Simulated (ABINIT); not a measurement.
# Diamond (Fd-3m, 2 atoms a cell): one start, several treatments of the self-energy, part 2 of 2

Aim: compare treatments of exchange, screening and correlation for the gap of Diamond (Fd-3m, 2 atoms a cell).

ABINIT 10.8.3; PBE and many-body steps on it, plane waves. Known limits of the many-body steps: not at the basis limit.

So far. Step 5 (G0W0, Hybertsen-Louie plasmon pole): Against G0W0 in ABINIT (8×8×8 mesh, 99 bands, screening to 304.8 eV, Godby-Needs plasmon pole), the gap moves by +0.074 eV. Step 6 (G0W0, von der Linden-Horsch plasmon pole): Against G0W0 in ABINIT (8×8×8 mesh, 99 bands, screening to 304.8 eV, Godby-Needs plasmon pole), the gap moves by +0.048 eV.

## (7) G0W0, Engel-Farid plasmon pole

Level of this step: G0W0 on PBE, plane waves, norm-conserving pseudopotentials (ABINIT).

Input file run.abi:

```
acell 3*1.0 Angstrom
rprim 
  -0.000000000000 1.783370000000 1.783370000000
  1.783370000000 0.000000000000 1.783370000000
  1.783370000000 1.783370000000 0.000000000000
ntypat 1
znucl 6
natom 2
typat 1 1
xred 
  -0.000000000000 0.000000000000 -0.000000000000
  0.250000000000 0.250000000000 0.250000000000
pp_dirpath "pseudos"
pseudos "C.upf"
ecut 37
ngkpt 8 8 8
nshiftk 1
shiftk 0 0 0
kptopt 1
chksymbreak 0
istwfk *1
occopt 1
irdwfk 1
optdriver 4
nband 99
gwcalctyp 0
ecutsigx 37
symsigma 1
nkptgw 2
kptgw 
  0.0000000000 0.0000000000 0.0000000000
  0.3750000000 0.3750000000 0.0000000000
bdgw 
  2 7
  3 6
ecuteps 11.2
irdscr 1
ppmodel 4
indata_prefix "in"
outdata_prefix "out"
tmpdata_prefix "tmp"
```

Started as:

```bash
> OMP_NUM_THREADS=1 mpirun -n 4 abinit run.abi > log
```

What it wrote:

```text
.Version 10.8.3 of ABINIT. v10.8.2 released Aug 2026.

 Symmetries : space group Fd -3 m (#227); Bravais cF (face-center cubic)
[... echo of the input left out ...]
== DATASET  1 ==================================================================
-   mpi_nproc: 4, omp_nthreads: 1 (-1 if OMP is not activated)

--- !DatasetInfo
iteration_state: {dtset: 1, }
dimensions: {natom: 2, nkpt: 29, mband: 99, nsppol: 1, nspinor: 1, nspden: 1, mpw: 869, }
cutoff_energies: {ecut:  37.0, pawecutdg:  -1.0, }
[...]
Band     E0 <VxcDFT>   SigX SigC(E0)      Z dSigC/dE  Sig(E)    E-E0       E
[...]
5  14.483 -14.094  -8.673  -5.121   0.853  -0.173 -13.838   0.256  14.739
        6  17.096 -13.238  -7.304  -5.615   0.854  -0.170 -12.965   0.273  17.369

== END DATASET(S) ==============================================================
================================================================================

 -outvars: echo values of variables after computation  --------
           etotal      0.0000000000E+00
            nband          99
             nkpt          29
          spgroup         227
 [... the other variables as echoed above ...]

 Calculation completed.
```

Elapsed: 6.5 s, on 4 MPI ranks of Intel Xeon 6975P-C (Granite Rapids), shared host; peak memory 0.82 GiB.

Numbers from this step:

| Quantity | Value |
| --- | --- |
| G0W0 gap on the points computed | 5.616 eV |
| starting gap on the mesh | 4.190 eV |
| k of the valence top | 0, 0, 0 |
| k of the conduction bottom | 0.375, 0.375, 0 |
| least direct G0W0 gap on the computed points | 7.526 eV |

Against G0W0 in ABINIT (8×8×8 mesh, 99 bands, screening to 304.8 eV, Godby-Needs plasmon pole), the gap moves by +0.115 eV.

## (8) One-shot Hartree-Fock

This step: one-shot Hartree-Fock on PBE, plane waves, norm-conserving pseudopotentials.

run.abi, as its differences from that of step 7:

```diff
@@ -24,4 +24,4 @@
 optdriver 4
-nband 99
-gwcalctyp 0
+nband 8
+gwcalctyp 5
 ecutsigx 37
@@ -35,5 +35,4 @@
   3 6
-ecuteps 11.2
-irdscr 1
-ppmodel 4
+ixc_sigma 40
+fftgw 31
 indata_prefix "in"
```

What it wrote:

```text
.Version 10.8.3 of ABINIT. v10.8.2 released Aug 2026.

 Symmetries : space group Fd -3 m (#227); Bravais cF (face-center cubic)
[... echo of the input left out ...]
== DATASET  1 ==================================================================
-   mpi_nproc: 4, omp_nthreads: 1 (-1 if OMP is not activated)

--- !DatasetInfo
iteration_state: {dtset: 1, }
dimensions: {natom: 2, nkpt: 29, mband: 8, nsppol: 1, nspinor: 1, nspden: 1, mpw: 869, }
cutoff_energies: {ecut:  37.0, pawecutdg:  -1.0, }
[...]
Band     E0 <VxcDFT>   SigX SigC(E0)      Z dSigC/dE  Sig(E)    E-E0       E
[...]
5  14.483 -14.094  -8.673   0.000   1.000   0.000  -8.673   5.422  19.904
        6  17.096 -13.238  -7.304   0.000   1.000   0.000  -7.304   5.934  23.031

== END DATASET(S) ==============================================================
================================================================================

 -outvars: echo values of variables after computation  --------
           etotal      0.0000000000E+00
            nband           8
             nkpt          29
          spgroup         227
 [... the other variables as echoed above ...]

 Calculation completed.
```

Wall time 2.4 s (4 MPI ranks); peak memory 0.16 GiB; 8.4 s of CPU time.

Numbers from this step:

| Property | Result |
| --- | --- |
| quasiparticle gap on the points computed | 11.94 eV |
| starting gap on the mesh | 4.190 eV |
| k of the valence top | 0, 0, 0 |
| k of the conduction bottom | 0.375, 0.375, 0 |
| least direct quasiparticle gap on the computed points | 14.06 eV |

Against G0W0 in ABINIT (8×8×8 mesh, 99 bands, screening to 304.8 eV, Godby-Needs plasmon pole), the gap moves by +6.441 eV.

## (9) Screening, 8×8×8 mesh, 99 bands, screening to 304.8 eV

This step: RPA screening on PBE, plane waves, norm-conserving pseudopotentials.

run.abi, as its differences from that of step 8:

```diff
@@ -23,16 +23,14 @@
 irdwfk 1
-optdriver 4
-nband 8
-gwcalctyp 5
-ecutsigx 37
-symsigma 1
-nkptgw 2
-kptgw 
-  0.0000000000 0.0000000000 0.0000000000
-  0.3750000000 0.3750000000 0.0000000000
-bdgw 
-  2 7
-  3 6
-ixc_sigma 40
-fftgw 31
+optdriver 3
+nband 99
+ecuteps 11.2
+inclvkb 2
+awtr 1
+symchi 1
+gwcalctyp 2
+nfreqre 16
+freqremax 40 eV
+nfreqim 8
+spmeth 1
+nomegasf 120
 indata_prefix "in"
```

What it wrote:

```text
.Version 10.8.3 of ABINIT. v10.8.2 released Aug 2026.

 Symmetries : space group Fd -3 m (#227); Bravais cF (face-center cubic)
[... echo of the input left out ...]
== DATASET  1 ==================================================================
-   mpi_nproc: 4, omp_nthreads: 1 (-1 if OMP is not activated)

--- !DatasetInfo
iteration_state: {dtset: 1, }
dimensions: {natom: 2, nkpt: 29, mband: 99, nsppol: 1, nspinor: 1, nspden: 1, mpw: 869, }
cutoff_energies: {ecut:  37.0, pawecutdg:  -1.0, }
electrons: {nelect:   8.00000000E+00, charge:   0.00000000E+00, occopt:   1.00000000E+00, tsmear:   1.00000000E-02, }

 SCREENING: Calculation of the susceptibility and dielectric matrices

 Based on a program developped by R.W. Godby, V. Olevano, G. Onida, and L. Reining.
 Incorporated in ABINIT by V. Olevano, G.-M. Rignanese, and M. Torrent.
.Using double precision arithmetic ; gwpc =  8

[... cell and pseudopotentials left out ...]
--------------------------------------------------------------------------------

 ==== K-mesh for the wavefunctions ====
 Number of points in the irreducible wedge :    29
[... list of points left out ...]
 Together with 48 symmetry operations and time-reversal symmetry
 yields   512 points in the full Brillouin Zone.

 ==== Q-mesh for the screening function ====
 Number of points in the irreducible wedge :    29
[... list of points left out ...]
 Together with 48 symmetry operations and time-reversal symmetry
 yields   512 points in the full Brillouin Zone.

 setmesh: FFT mesh size selected  =    20x   20x   20
          total number of points  =         8000

 vcoul_init : cutoff-mode = AUXILIARY_FUNCTION
 q-points for optical limit:   1
     1)      0.000010    0.000020    0.000030

- screening: taking advantage of time-reversal symmetry
- Maximum band index for partially occupied states nbvw = 4
- Remaining bands to be divided among processors   nbcw = 95
- Number of bands treated by each node ~23

 Number of electrons calculated from density =    8.0000; Expected =    8.0000
 average of density, n =  0.104505
 r_s =    1.3170
 omega_plasma =   31.1835 [eV]

 calculating chi0 at frequencies [eV] :
  1    0.000000E+00    0.000000E+00
  2    2.666667E+00    0.000000E+00
  3    5.333333E+00    0.000000E+00
[...]
23    0.000000E+00    7.941899E+01
 24    0.000000E+00    1.118228E+02

--------------------------------------------------------------------------------
  q-point number  1        q = ( 0.000000, 0.000000, 0.000000) [r.l.u.]
--------------------------------------------------------------------------------
[... chi0 elements left out ...]
  [... further frequencies ...]

 No. of calculated frequencies >  15, stop printing
 For q-point:  0.000010 0.000020 0.000030
  dielectric constant =   5.5764
  dielectric constant without local fields =   6.0194

  Average fulfillment of the sum rule on Im[epsilon] for q-point    1 :     94.45  [%]
[... wings left out ...]
  q-point number  2        q = ( 0.125000, 0.000000, 0.000000) [r.l.u.]
--------------------------------------------------------------------------------
[... chi0 elements left out ...]
  [... further frequencies ...]

 No. of calculated frequencies >  15, stop printing
  Average fulfillment of the sum rule on Im[epsilon] for q-point    2 :     99.68  [%]

 [... 27 further q-points ...]
```

The job ended after 2.9 min (4 MPI ranks; peak memory 0.95 GiB).

Numbers from this step:

| Quantity | Value |
| --- | --- |
| ε∞ with local fields, on this mesh, along the program's q direction | 5.576 |
| the same without local fields | 6.019 |
| plasma frequency | 31.18 eV |
| plane waves in the screening matrix | 137 |

## (10) G0W0, contour deformation

This step: G0W0 on PBE, plane waves, norm-conserving pseudopotentials.

run.abi, as its differences from that of step 9:

```diff
@@ -23,14 +23,16 @@
 irdwfk 1
-optdriver 3
+optdriver 4
 nband 99
+gwcalctyp 2
+ecutsigx 37
+symsigma 1
+nkptgw 2
+kptgw 
+  0.0000000000 0.0000000000 0.0000000000
+  0.3750000000 0.3750000000 0.0000000000
+bdgw 
+  2 7
+  3 6
 ecuteps 11.2
-inclvkb 2
-awtr 1
-symchi 1
-gwcalctyp 2
-nfreqre 16
-freqremax 40 eV
-nfreqim 8
-spmeth 1
-nomegasf 120
+irdscr 1
 indata_prefix "in"
```

What it wrote:

```text
.Version 10.8.3 of ABINIT. v10.8.2 released Aug 2026.

 Symmetries : space group Fd -3 m (#227); Bravais cF (face-center cubic)
[... echo of the input left out ...]
== DATASET  1 ==================================================================
-   mpi_nproc: 4, omp_nthreads: 1 (-1 if OMP is not activated)

--- !DatasetInfo
iteration_state: {dtset: 1, }
dimensions: {natom: 2, nkpt: 29, mband: 99, nsppol: 1, nspinor: 1, nspden: 1, mpw: 869, }
cutoff_energies: {ecut:  37.0, pawecutdg:  -1.0, }
[...]
Band     E0 <VxcDFT>   SigX SigC(E0)      Z dSigC/dE  Sig(E)    E-E0       E
[...]
6  17.096 -13.238  -7.304  -5.361   0.836  -0.196 -12.759   0.480  17.576
        6   0.000   0.000   0.000  -0.001   0.000   0.000  -0.001  -0.001  -0.001

== END DATASET(S) ==============================================================
================================================================================

 -outvars: echo values of variables after computation  --------
           etotal      0.0000000000E+00
            nband          99
             nkpt          29
          spgroup         227
 [... the other variables as echoed above ...]

 Calculation completed.
```

Run time: 7.3 s. Hardware: 4 MPI ranks; peak memory 1.1 GiB; 28 s of CPU time.

This step gave:

- G0W0 gap on the points computed: 5.524 eV
- starting gap on the mesh: 4.190 eV
- k of the valence top: 0, 0, 0
- k of the conduction bottom: 0.375, 0.375, 0
- least direct G0W0 gap on the computed points: 7.425 eV

Against G0W0 in ABINIT (8×8×8 mesh, 99 bands, screening to 304.8 eV, Godby-Needs plasmon pole), the gap moves by +0.023 eV.

## (11) Screening, 8×8×8 mesh, 99 bands, screening to 304.8 eV

This step: RPA screening on PBE, plane waves, norm-conserving pseudopotentials.

run.abi, as its differences from that of step 10:

```diff
@@ -23,16 +23,11 @@
 irdwfk 1
-optdriver 4
+optdriver 3
 nband 99
-gwcalctyp 2
-ecutsigx 37
-symsigma 1
-nkptgw 2
-kptgw 
-  0.0000000000 0.0000000000 0.0000000000
-  0.3750000000 0.3750000000 0.0000000000
-bdgw 
-  2 7
-  3 6
 ecuteps 11.2
-irdscr 1
+inclvkb 2
+awtr 1
+symchi 1
+gwcalctyp 1
+nfreqre 0
+nfreqim 16
 indata_prefix "in"
```

What it wrote:

```text
.Version 10.8.3 of ABINIT. v10.8.2 released Aug 2026.

 Symmetries : space group Fd -3 m (#227); Bravais cF (face-center cubic)
[... echo of the input left out ...]
== DATASET  1 ==================================================================
-   mpi_nproc: 4, omp_nthreads: 1 (-1 if OMP is not activated)

--- !DatasetInfo
iteration_state: {dtset: 1, }
dimensions: {natom: 2, nkpt: 29, mband: 99, nsppol: 1, nspinor: 1, nspden: 1, mpw: 869, }
cutoff_energies: {ecut:  37.0, pawecutdg:  -1.0, }
[...]
No. of calculated frequencies >  15, stop printing
 For q-point:  0.000010 0.000020 0.000030
  dielectric constant =   5.5152
  dielectric constant without local fields =   5.9490

  Average fulfillment of the sum rule on Im[epsilon] for q-point    1 :     94.44  [%]
[... wings left out ...]
  q-point number  2        q = ( 0.125000, 0.000000, 0.000000) [r.l.u.]
--------------------------------------------------------------------------------
[... chi0 elements left out ...]
  [... further frequencies ...]

 No. of calculated frequencies >  15, stop printing
  Average fulfillment of the sum rule on Im[epsilon] for q-point    2 :     99.68  [%]

 [... 27 further q-points ...]
```

Elapsed: 3.4 min, on 4 MPI ranks; peak memory 0.88 GiB.

This step gave:

* ε∞ with local fields, on this mesh, along the program's q direction: 5.515
* the same without local fields: 5.949
* plasma frequency: 31.18 eV
* plane waves in the screening matrix: 137

## (12) G0W0, analytic continuation

This step: G0W0 on PBE, plane waves, norm-conserving pseudopotentials.

run.abi, as its differences from that of step 11:

```diff
@@ -23,11 +23,18 @@
 irdwfk 1
-optdriver 3
+optdriver 4
 nband 99
+gwcalctyp 1
+ecutsigx 37
+symsigma 1
+nkptgw 2
+kptgw 
+  0.0000000000 0.0000000000 0.0000000000
+  0.3750000000 0.3750000000 0.0000000000
+bdgw 
+  2 7
+  3 6
 ecuteps 11.2
-inclvkb 2
-awtr 1
-symchi 1
-gwcalctyp 1
-nfreqre 0
-nfreqim 16
+irdscr 1
+nomegasi 12
+omegasimax 25 eV
 indata_prefix "in"
```

What it wrote:

```text
.Version 10.8.3 of ABINIT. v10.8.2 released Aug 2026.

 Symmetries : space group Fd -3 m (#227); Bravais cF (face-center cubic)
[... echo of the input left out ...]
== DATASET  1 ==================================================================
-   mpi_nproc: 4, omp_nthreads: 1 (-1 if OMP is not activated)

--- !DatasetInfo
iteration_state: {dtset: 1, }
dimensions: {natom: 2, nkpt: 29, mband: 99, nsppol: 1, nspinor: 1, nspden: 1, mpw: 869, }
cutoff_energies: {ecut:  37.0, pawecutdg:  -1.0, }
[...]
Band     E0 <VxcDFT>   SigX SigC(E0)      Z dSigC/dE  Sig(E)    E-E0       E
[...]
6   4.708 -13.238  -7.304  -5.419   0.835  -0.197 -12.809   0.430   5.138
        6   0.000   0.000   0.000  -0.005  -0.003  -0.004  -0.006  -0.006  -0.006

== END DATASET(S) ==============================================================
================================================================================

 -outvars: echo values of variables after computation  --------
           etotal      0.0000000000E+00
            nband          99
             nkpt          29
          spgroup         227
 [... the other variables as echoed above ...]

 Calculation completed.
```

Elapsed: 14 s, on 4 MPI ranks; peak memory 1 GiB.

This step gave:

```yaml
g0w0_gap_on_the_points_computed: 5.545 eV
starting_gap_on_the_mesh: 4.190 eV
k_of_the_valence_top: 0, 0, 0
k_of_the_conduction_bottom: 0.375, 0.375, 0
least_direct_g0w0_gap_on_the_computed_points: 7.449 eV
```

Against G0W0 in ABINIT (8×8×8 mesh, 99 bands, screening to 304.8 eV, Godby-Needs plasmon pole), the gap moves by +0.044 eV.

## (13) The runs together

Times are wall times on 4 MPI ranks of Intel Xeon 6975P-C (Granite Rapids), shared host, good to a factor of about two. A run's time includes the screening step that it read.

| run | mesh | bands | screening cutoff (eV) | DFT gap (eV) | gap on the mesh (eV) | direct (eV) | ε∞ used | time |
| --- | --- | --- | --- | --- | --- | --- | --- | --- |
| G0W0, Godby-Needs plasmon pole | 8×8×8 | 99 | 304.8 | 4.190 | 5.501 | 7.416 | 5.52 | 77 s |
| G0W0, Hybertsen-Louie plasmon pole | 8×8×8 | 99 | 304.8 | 4.190 | 5.575 | 7.492 | 5.52 | 77 s |
| G0W0, von der Linden-Horsch plasmon pole | 8×8×8 | 99 | 304.8 | 4.190 | 5.549 | 7.500 | 5.52 | 70 s |
| G0W0, Engel-Farid plasmon pole | 8×8×8 | 99 | 304.8 | 4.190 | 5.616 | 7.526 | 5.52 | 70 s |
| one-shot Hartree-Fock | 8×8×8 | - | - | 4.190 | 11.942 | 14.060 | - | 2.4 s |
| G0W0, contour deformation | 8×8×8 | 99 | 304.8 | 4.190 | 5.524 | 7.425 | 5.58 | 3 min |
| G0W0, analytic continuation | 8×8×8 | 99 | 304.8 | 4.190 | 5.545 | 7.449 | 5.52 | 3.6 min |

## (14) Summary of results

| Property | Result |
| --- | --- |
| G0W0, Godby-Needs plasmon pole | 5.501 eV |
| G0W0, Hybertsen-Louie plasmon pole | 5.575 eV |
| G0W0, von der Linden-Horsch plasmon pole | 5.549 eV |
| G0W0, Engel-Farid plasmon pole | 5.616 eV |
| one-shot Hartree-Fock | 11.942 eV |
| G0W0, contour deformation | 5.524 eV |
| G0W0, analytic continuation | 5.545 eV |
| known limits | not at the basis limit |

What this shows: G0W0, Hybertsen-Louie plasmon pole: +0.074 eV against G0W0, Godby-Needs plasmon pole. G0W0, von der Linden-Horsch plasmon pole: +0.048 eV against G0W0, Godby-Needs plasmon pole. G0W0, Engel-Farid plasmon pole: +0.115 eV against G0W0, Godby-Needs plasmon pole. One-shot Hartree-Fock: +6.441 eV against G0W0, Godby-Needs plasmon pole. G0W0, contour deformation: +0.023 eV against G0W0, Godby-Needs plasmon pole. G0W0, analytic continuation: +0.044 eV against G0W0, Godby-Needs plasmon pole. Bare exchange alone opens the gap to 11.94 eV; against G0W0, correlation takes back 6.44 eV. Against experiment, by G0W0, Godby-Needs plasmon pole: the gap of 5.50 eV lies +0.001 eV from the measured 5.5 eV (kind not stated, quoted 2019); the gap of 5.50 eV lies +0.03 eV from the measured 5.47 eV (kind not stated, quoted 2024). These are gaps on the mesh, at modest bands and cutoff. The calculation has static nuclei and no excitons; a measured gap holds zero-point and thermal motion, which mostly lowers it. Bands and cutoff are finite, so the gap is not at the basis limit. The miss can reach some tenths of an eV and take either sign; the mesh is an error of its own. In the first G0W0 run levels were corrected at 2 k points alone, so a gap called «on the mesh» is the least over those, and an edge elsewhere would be missed.

[Paths, hosts, dates, memory and timing lines, banners, echoed tables and standing remarks are left out of the program output.]

[Logs are printed without paths, hosts, clocks, repeated set-up lines and the standing remarks that a program may print on its own settings, such as how far it seeks lower states.]

[Runs of the session that timed out or met a known fault of the program may be left out.]

[No measured gap is set beside runs whose start may be inverted or whose files or cutoffs have a known fault.]

[Hosts, paths, dates, database ids (printed as entryN), source tags and the programs' standing remarks are cut or masked in the printed files.]

[G0W0 gaps are taken among the corrected bands and points alone; a level outside them can change the order at an edge.]

[Where Ansatz stands beside ABINIT at settings called matched, ABINIT's density can come from a denser mesh and the files from another edition; pairs whose starting gaps differed by over 0.03 eV were left out, so agreement reads better than it is.]
